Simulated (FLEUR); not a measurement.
**MnPt: magnetism against the volume**

Wanted: the trend of the moments of MnPt with the volume.

Program: FLEUR MaX-R8.1. Level of theory: LDA (VWN); all-electron FLAPW, Dirac cores, scalar-relativistic bands. Results are calculated unless marked as measured.

Report form: the programs' logs are mostly left out.

### 1. The structure

The structure is tetragonal, space group P4/mmm (No. 123). Conventional cell: a = 2.830 Å, b = 2.830 Å, c = 3.660 Å, α = 90.00°, β = 90.00°, γ = 90.00°. Nearest to Mn lie 8 Pt at 2.71 Å and 4 Mn at 2.83 Å. Nearest to Pt lie 8 Mn at 2.71 Å and 4 Pt at 2.83 Å. Farther neighbours are not listed.

Structure file:

```xyz
2
Lattice="2.8300 0.0000 0.0000 0.0000 2.8300 0.0000 0.0000 0.0000 3.6600" Properties=species:S:1:pos:R:3 pbc="T T T"
Mn    0.0000    0.0000    0.0000
Pt    1.4150    1.4150    1.8300
```

### 2. Factor 1, start ferro +

The scan starts at the cell as given.

All lengths change alike; the factor is that of the volume. Atoms keep their fractional places. Spheres, Kmax and the mesh are the same at all points, the spheres being those of the tightest cell. inpgen writes inp.xml from crystal.txt; cutoffs, mixing, functional, smearing and local orbitals are then set in the file. The k list default-1 (kpts.xml, not shown) is a Γ-centred 10×10×10 mesh; where the ranks do not divide the number of points, some are split in two of half the weight.

Input file inp.xml:

```
<?xml version="1.0" encoding="UTF-8" standalone="no"?>
<fleurInput fleurInputVersion="0.39">
   <comment>
      MnPt
   </comment>
   <calculationSetup>
      <cutoffs Kmax="3.6" Gmax="10.8" GmaxXC="10.8" numbands="0"/>
      <scfLoop itmax="110" minDistance="0.00002" maxIterBroyd="15" imix="Anderson" alpha="0.05" precondParam="0.0" spinf="2.0" sdNocoIR="T"/>
      <coreElectrons ctail="T" frcor="F" kcrel="0" coretail_lmax="0"/>
      <xcFunctional name="vwn" relativisticCorrections="F"/>
      <magnetism jspins="2"/>
      <soc l_soc="F" theta="0.0" phi="0.0" spav="F"/>
      <expertModes spex="0" secvar="F"/>
      <geometryOptimization l_f="F" forcealpha="1.0" forcemix="BFGS" epsdisp="0.00001" epsforce="0.00001"/>
      <ldaU l_linMix="F" mixParam="0.05" spinf="1.0"/>
   </calculationSetup>
   <cell>
      <bzIntegration valenceElectrons="31.0" mode="hist" fermiSmearingEnergy="0.00183747">
         <kPointListSelection listName="default-1"/>
         <xi:include xmlns:xi="http://www.w3.org/2001/XInclude" href="kpts.xml"> </xi:include>
      </bzIntegration>
      <xi:include xmlns:xi="http://www.w3.org/2001/XInclude" href="sym.xml"> </xi:include>
      <bulkLattice scale="1.0">
         <bravaisMatrix>
            <row-1>    5.3479249326179996     0.0000000000000000     0.0000000000000000</row-1>
            <row-2>    0.0000000000000000     5.3479249326179996     0.0000000000000000</row-2>
            <row-3>    0.0000000000000000     0.0000000000000000     6.9163976160359999</row-3>
         </bravaisMatrix>
      </bulkLattice>
   </cell>
   <atomSpecies>
      <species name="Manganese 3.500" element="Mn" atomicNumber="25">
         <mtSphere radius="2.39" gridPoints="791" logIncrement="0.015"/>
         <atomicCutoffs lmax="8" lnonsphr="6"/>
         <electronConfig flipSpins="F">
            <coreConfig>(1s1/2) (2s1/2) (2p1/2) (2p3/2)</coreConfig>
            <valenceConfig>(3s1/2) (3p1/2) (3p3/2) (4s1/2) (3d3/2) (3d5/2)</valenceConfig>
            <stateOccupation state="(3d3/2)" spinUp="1.25" spinDown="0.75"/>
            <stateOccupation state="(3d5/2)" spinUp="3.0" spinDown="0.0"/>
         </electronConfig>
         <energyParameters s="4" p="4" d="3" f="4"/>
         <lo type="SCLO" l="0" n="3" eDeriv="0"/>
         <lo type="SCLO" l="1" n="3" eDeriv="0"/>
      </species>
      <species name="Platinum (Pt)" element="Pt" atomicNumber="78">
         <mtSphere radius="2.39" gridPoints="791" logIncrement="0.017"/>
         <atomicCutoffs lmax="8" lnonsphr="6"/>
         <electronConfig flipSpins="F">
            <coreConfig>(1s1/2) (2s1/2) (2p1/2) (2p3/2) (3s1/2) (3p1/2) (3p3/2) (4s1/2) (3d3/2) (3d5/2) (4p1/2) (4p3/2) (5s1/2) (4d3/2) (4d5/2) (4f5/2) (4f7/2)</coreConfig>
            <valenceConfig>(5p1/2) (5p3/2) (6s1/2) (5d3/2) (5d5/2)</valenceConfig>
            <stateOccupation state="(6s1/2)" spinUp="0.500000" spinDown="0.500000"/>
            <stateOccupation state="(5d3/2)" spinUp="1.800000" spinDown="1.800000"/>
            <stateOccupation state="(5d5/2)" spinUp="2.700000" spinDown="2.700000"/>
         </electronConfig>
         <energyParameters s="6" p="6" d="5" f="5"/>
         <lo type="SCLO" l="1" n="5" eDeriv="0"/>
      </species>
   </atomSpecies>
   <atomGroups>
      <atomGroup species="Manganese 3.500">
         <relPos label="                   1">.0000000000 .0000000000 .0000000000</relPos>
         <force calculate="T" relaxXYZ="TTT"/>
      </atomGroup>
      <atomGroup species="Platinum (Pt)">
         <relPos label="                   2">1.000/2.000 1.000/2.000 1.000/2.000</relPos>
         <force calculate="T" relaxXYZ="TTT"/>
      </atomGroup>
   </atomGroups>
   <output dos="F" band="F" slice="F">
      <bandDOS minEnergy="-.5*Htr" maxEnergy="0.5*Htr" sigma="0.015" storeEVData="T"/>
      <plotting iplot="0" polar="F">
         <plot TwoD="T" vec1="  1.0  0.0  0.0" vec2="  0.0  1.0  0.0" vec3="  0.0  0.0  1.0" zero="  0.0  0.0  0.0" file="plot"/>
      </plotting>
      <moessbauerParams electricFieldGradient="F" isomerShift="F" coreHyperfine="F" valenceHyperfine="F"/>
   </output>
</fleurInput>
```

Input file crystal.txt:

```
MnPt
&input film=F cartesian=F /
2.83000000000  0.00000000000  0.00000000000
0.00000000000  2.83000000000  0.00000000000
0.00000000000  0.00000000000  3.66000000000
1.8897261246
1.0 1.0 1.0

2
25 0.00000000000  0.00000000000  0.00000000000 : 3.500
78 0.50000000000  0.50000000000  0.50000000000

&kpt div1=10 div2=10 div3=10 gamma=T /
```

The run is started by

```
> OMP_NUM_THREADS=1 inpgen -f crystal.txt > inpgen.log  # inp.xml is then edited as shown
> OMP_NUM_THREADS=1 mpirun -n 4 fleur_MPI > fleur.log
```

Run time: 23 s. Hardware: 4 MPI ranks of Arm Neoverse V1, shared host; peak memory 0.19 GiB; 93 s of CPU time.

Numbers from this step:

* free energy: -533153.8144 eV
* program's band gap on this mesh (in a metal only a level spacing): 0.002078 eV
* magnetization: 4.137 μB
* final state: ferromagnetic
* largest moment: 3.671 μB

After 26 cycles the largest moment stands at 3.67 μB.

### 3. Factor 1, start antiferro q=(1/2,1/2,0) +-

The k list default-1 (kpts.xml, not shown) is a Γ-centred 5×10×10 mesh.

inp.xml, as its differences from that of step 2:

```diff
@@ -17,3 +17,3 @@
    <cell>
-      <bzIntegration valenceElectrons="31.0" mode="hist" fermiSmearingEnergy="0.00183747">
+      <bzIntegration valenceElectrons="62.0" mode="hist" fermiSmearingEnergy="0.00183747">
          <kPointListSelection listName="default-1"/>
@@ -24,4 +24,4 @@
          <bravaisMatrix>
-            <row-1>    5.3479249326179996     0.0000000000000000     0.0000000000000000</row-1>
-            <row-2>    0.0000000000000000     5.3479249326179996     0.0000000000000000</row-2>
+            <row-1>   10.6958498652359992     0.0000000000000000     0.0000000000000000</row-1>
+            <row-2>    5.3479249326179996     5.3479249326179996     0.0000000000000000</row-2>
             <row-3>    0.0000000000000000     0.0000000000000000     6.9163976160359999</row-3>
@@ -39,2 +39,15 @@
             <stateOccupation state="(3d5/2)" spinUp="3.0" spinDown="0.0"/>
+         </electronConfig>
+         <energyParameters s="4" p="4" d="3" f="4"/>
+         <lo type="SCLO" l="0" n="3" eDeriv="0"/>
+         <lo type="SCLO" l="1" n="3" eDeriv="0"/>
+      </species>
+      <species name="Manganese -3.500" element="Mn" atomicNumber="25">
+         <mtSphere radius="2.39" gridPoints="791" logIncrement="0.015"/>
+         <atomicCutoffs lmax="8" lnonsphr="6"/>
+         <electronConfig flipSpins="F">
+            <coreConfig>(1s1/2) (2s1/2) (2p1/2) (2p3/2)</coreConfig>
+            <valenceConfig>(3s1/2) (3p1/2) (3p3/2) (4s1/2) (3d3/2) (3d5/2)</valenceConfig>
+            <stateOccupation state="(3d3/2)" spinUp="0.75" spinDown="1.25"/>
+            <stateOccupation state="(3d5/2)" spinUp="0.0" spinDown="3.0"/>
          </electronConfig>
@@ -63,4 +76,9 @@
       </atomGroup>
+      <atomGroup species="Manganese -3.500">
+         <relPos label="                   2">1.000/2.000 .0000000000 .0000000000</relPos>
+         <force calculate="T" relaxXYZ="TTT"/>
+      </atomGroup>
       <atomGroup species="Platinum (Pt)">
-         <relPos label="                   2">1.000/2.000 1.000/2.000 1.000/2.000</relPos>
+         <relPos label="                   3">.0000000000 1.000/2.000 1.000/2.000</relPos>
+         <relPos label="                   4">1.000/2.000 1.000/2.000 1.000/2.000</relPos>
          <force calculate="T" relaxXYZ="TTT"/>
```

Input file crystal.txt:

```
MnPt
&input film=F cartesian=F /
5.66000000000  0.00000000000  0.00000000000
2.83000000000  2.83000000000  0.00000000000
0.00000000000  0.00000000000  3.66000000000
1.8897261246
1.0 1.0 1.0

4
25 0.00000000000  0.00000000000  0.00000000000 : 3.500
25 0.50000000000  0.00000000000  0.00000000000 : -3.500
78 0.00000000000  0.50000000000  0.50000000000
78 0.50000000000  0.50000000000  0.50000000000

&kpt div1=5 div2=10 div3=10 gamma=T /
```

Elapsed: 79 s, on 4 MPI ranks; peak memory 0.28 GiB.

Spin moment in the muffin-tin sphere by atom:

| atom | spin moment in the muffin-tin sphere (μB) |
| --- | --- |
| Mn1 | 3.61 |
| Mn2 | -3.61 |
| Pt3 | 0.00 |
| Pt4 | 0.00 |

Numbers from this step:

```
free energy   : -1066308.3340 eV
magnetization : 0 μB
final state   : antiferromagnetic
```

After 23 cycles the largest moment stands at 3.61 μB.

### 4. Factor 1, start no spin polarisation

The k list default-1 (kpts.xml, not shown) is a Γ-centred 10×10×10 mesh.

inp.xml, as its differences from that of step 3:

```diff
@@ -10,3 +10,3 @@
       <xcFunctional name="vwn" relativisticCorrections="F"/>
-      <magnetism jspins="2"/>
+      <magnetism jspins="1"/>
       <soc l_soc="F" theta="0.0" phi="0.0" spav="F"/>
@@ -17,3 +17,3 @@
    <cell>
-      <bzIntegration valenceElectrons="62.0" mode="hist" fermiSmearingEnergy="0.00183747">
+      <bzIntegration valenceElectrons="31.0" mode="hist" fermiSmearingEnergy="0.00183747">
          <kPointListSelection listName="default-1"/>
@@ -24,4 +24,4 @@
          <bravaisMatrix>
-            <row-1>   10.6958498652359992     0.0000000000000000     0.0000000000000000</row-1>
-            <row-2>    5.3479249326179996     5.3479249326179996     0.0000000000000000</row-2>
+            <row-1>    5.3479249326179996     0.0000000000000000     0.0000000000000000</row-1>
+            <row-2>    0.0000000000000000     5.3479249326179996     0.0000000000000000</row-2>
             <row-3>    0.0000000000000000     0.0000000000000000     6.9163976160359999</row-3>
@@ -31,3 +31,3 @@
    <atomSpecies>
-      <species name="Manganese 3.500" element="Mn" atomicNumber="25">
+      <species name="Manganese (Mn)" element="Mn" atomicNumber="25">
          <mtSphere radius="2.39" gridPoints="791" logIncrement="0.015"/>
@@ -37,17 +37,4 @@
             <valenceConfig>(3s1/2) (3p1/2) (3p3/2) (4s1/2) (3d3/2) (3d5/2)</valenceConfig>
-            <stateOccupation state="(3d3/2)" spinUp="1.25" spinDown="0.75"/>
-            <stateOccupation state="(3d5/2)" spinUp="3.0" spinDown="0.0"/>
-         </electronConfig>
-         <energyParameters s="4" p="4" d="3" f="4"/>
-         <lo type="SCLO" l="0" n="3" eDeriv="0"/>
-         <lo type="SCLO" l="1" n="3" eDeriv="0"/>
-      </species>
-      <species name="Manganese -3.500" element="Mn" atomicNumber="25">
-         <mtSphere radius="2.39" gridPoints="791" logIncrement="0.015"/>
-         <atomicCutoffs lmax="8" lnonsphr="6"/>
-         <electronConfig flipSpins="F">
-            <coreConfig>(1s1/2) (2s1/2) (2p1/2) (2p3/2)</coreConfig>
-            <valenceConfig>(3s1/2) (3p1/2) (3p3/2) (4s1/2) (3d3/2) (3d5/2)</valenceConfig>
-            <stateOccupation state="(3d3/2)" spinUp="0.75" spinDown="1.25"/>
-            <stateOccupation state="(3d5/2)" spinUp="0.0" spinDown="3.0"/>
+            <stateOccupation state="(3d3/2)" spinUp="1.000000" spinDown="1.000000"/>
+            <stateOccupation state="(3d5/2)" spinUp="1.500000" spinDown="1.500000"/>
          </electronConfig>
@@ -72,3 +59,3 @@
    <atomGroups>
-      <atomGroup species="Manganese 3.500">
+      <atomGroup species="Manganese (Mn)">
          <relPos label="                   1">.0000000000 .0000000000 .0000000000</relPos>
@@ -76,9 +63,4 @@
       </atomGroup>
-      <atomGroup species="Manganese -3.500">
-         <relPos label="                   2">1.000/2.000 .0000000000 .0000000000</relPos>
-         <force calculate="T" relaxXYZ="TTT"/>
-      </atomGroup>
       <atomGroup species="Platinum (Pt)">
-         <relPos label="                   3">.0000000000 1.000/2.000 1.000/2.000</relPos>
-         <relPos label="                   4">1.000/2.000 1.000/2.000 1.000/2.000</relPos>
+         <relPos label="                   2">1.000/2.000 1.000/2.000 1.000/2.000</relPos>
          <force calculate="T" relaxXYZ="TTT"/>
```

Input file crystal.txt:

```
MnPt
&input film=F cartesian=F /
2.83000000000  0.00000000000  0.00000000000
0.00000000000  2.83000000000  0.00000000000
0.00000000000  0.00000000000  3.66000000000
1.8897261246
1.0 1.0 1.0

2
25 0.00000000000  0.00000000000  0.00000000000
78 0.50000000000  0.50000000000  0.50000000000

&kpt div1=10 div2=10 div3=10 gamma=T /
```

The job ended after 11 s (4 MPI ranks; peak memory 0.16 GiB; 43 s of CPU time).

Numbers from this step:

```
free energy                                                       : -533153.1599 eV
program's band gap on this mesh (in a metal only a level spacing) : 0.001828 eV
final state                                                       : non-magnetic (no spin polarisation)
```

### 5. Factor 1.12, start ferro +

The farthest finished point is shown in full.

inp.xml, as its differences from that of step 4:

```diff
@@ -10,3 +10,3 @@
       <xcFunctional name="vwn" relativisticCorrections="F"/>
-      <magnetism jspins="1"/>
+      <magnetism jspins="2"/>
       <soc l_soc="F" theta="0.0" phi="0.0" spav="F"/>
@@ -24,5 +24,5 @@
          <bravaisMatrix>
-            <row-1>    5.3479249326179996     0.0000000000000000     0.0000000000000000</row-1>
-            <row-2>    0.0000000000000000     5.3479249326179996     0.0000000000000000</row-2>
-            <row-3>    0.0000000000000000     0.0000000000000000     6.9163976160359999</row-3>
+            <row-1>    5.5538137338620981     0.0000000000000000     0.0000000000000000</row-1>
+            <row-2>    0.0000000000000000     5.5538137338620981     0.0000000000000000</row-2>
+            <row-3>    0.0000000000000000     0.0000000000000000     7.1826707655498145</row-3>
          </bravaisMatrix>
@@ -31,3 +31,3 @@
    <atomSpecies>
-      <species name="Manganese (Mn)" element="Mn" atomicNumber="25">
+      <species name="Manganese 3.500" element="Mn" atomicNumber="25">
          <mtSphere radius="2.39" gridPoints="791" logIncrement="0.015"/>
@@ -37,4 +37,4 @@
             <valenceConfig>(3s1/2) (3p1/2) (3p3/2) (4s1/2) (3d3/2) (3d5/2)</valenceConfig>
-            <stateOccupation state="(3d3/2)" spinUp="1.000000" spinDown="1.000000"/>
-            <stateOccupation state="(3d5/2)" spinUp="1.500000" spinDown="1.500000"/>
+            <stateOccupation state="(3d3/2)" spinUp="1.25" spinDown="0.75"/>
+            <stateOccupation state="(3d5/2)" spinUp="3.0" spinDown="0.0"/>
          </electronConfig>
@@ -59,3 +59,3 @@
    <atomGroups>
-      <atomGroup species="Manganese (Mn)">
+      <atomGroup species="Manganese 3.500">
          <relPos label="                   1">.0000000000 .0000000000 .0000000000</relPos>
```

Input file crystal.txt:

```
MnPt
&input film=F cartesian=F /
2.93895166160  0.00000000000  0.00000000000
0.00000000000  2.93895166160  0.00000000000
0.00000000000  0.00000000000  3.80090568260
1.8897261246
1.0 1.0 1.0

2
25 0.00000000000  0.00000000000  0.00000000000 : 3.500
78 0.50000000000  0.50000000000  0.50000000000

&kpt div1=10 div2=10 div3=10 gamma=T /
```

Elapsed: 24 s, on 4 MPI ranks; peak memory 0.19 GiB.

Spin moment in the muffin-tin sphere by atom:

| atom | spin moment in the muffin-tin sphere (μB) |
| --- | --- |
| Mn1 | 3.90 |
| Pt2 | 0.35 |

Numbers from this step:

```yaml
free_energy: -533153.4310 eV
program_s_band_gap_on_this_mesh_in_a_metal_only_a_level_spacing: 0.004193 eV
magnetization: 4.366 μB
final_state: ferromagnetic
```

After 25 cycles the largest moment stands at 3.90 μB.

(Continued in part 2 of 2.)

[Logs and program files are shortened in this print: banners, set-up blocks, solver, clock and traceback lines can be left out without a mark of their own.]

[Logs are printed without paths, hosts, clocks, repeated set-up lines and the standing remarks that a program may print on its own settings, such as how far it seeks lower states.]

[Hosts, paths, dates, database ids (printed as entryN), source tags and the programs' standing remarks are cut or masked in the printed files.]

[Where a cell is said to come from a database of computed structures, the database is the Materials Project.]
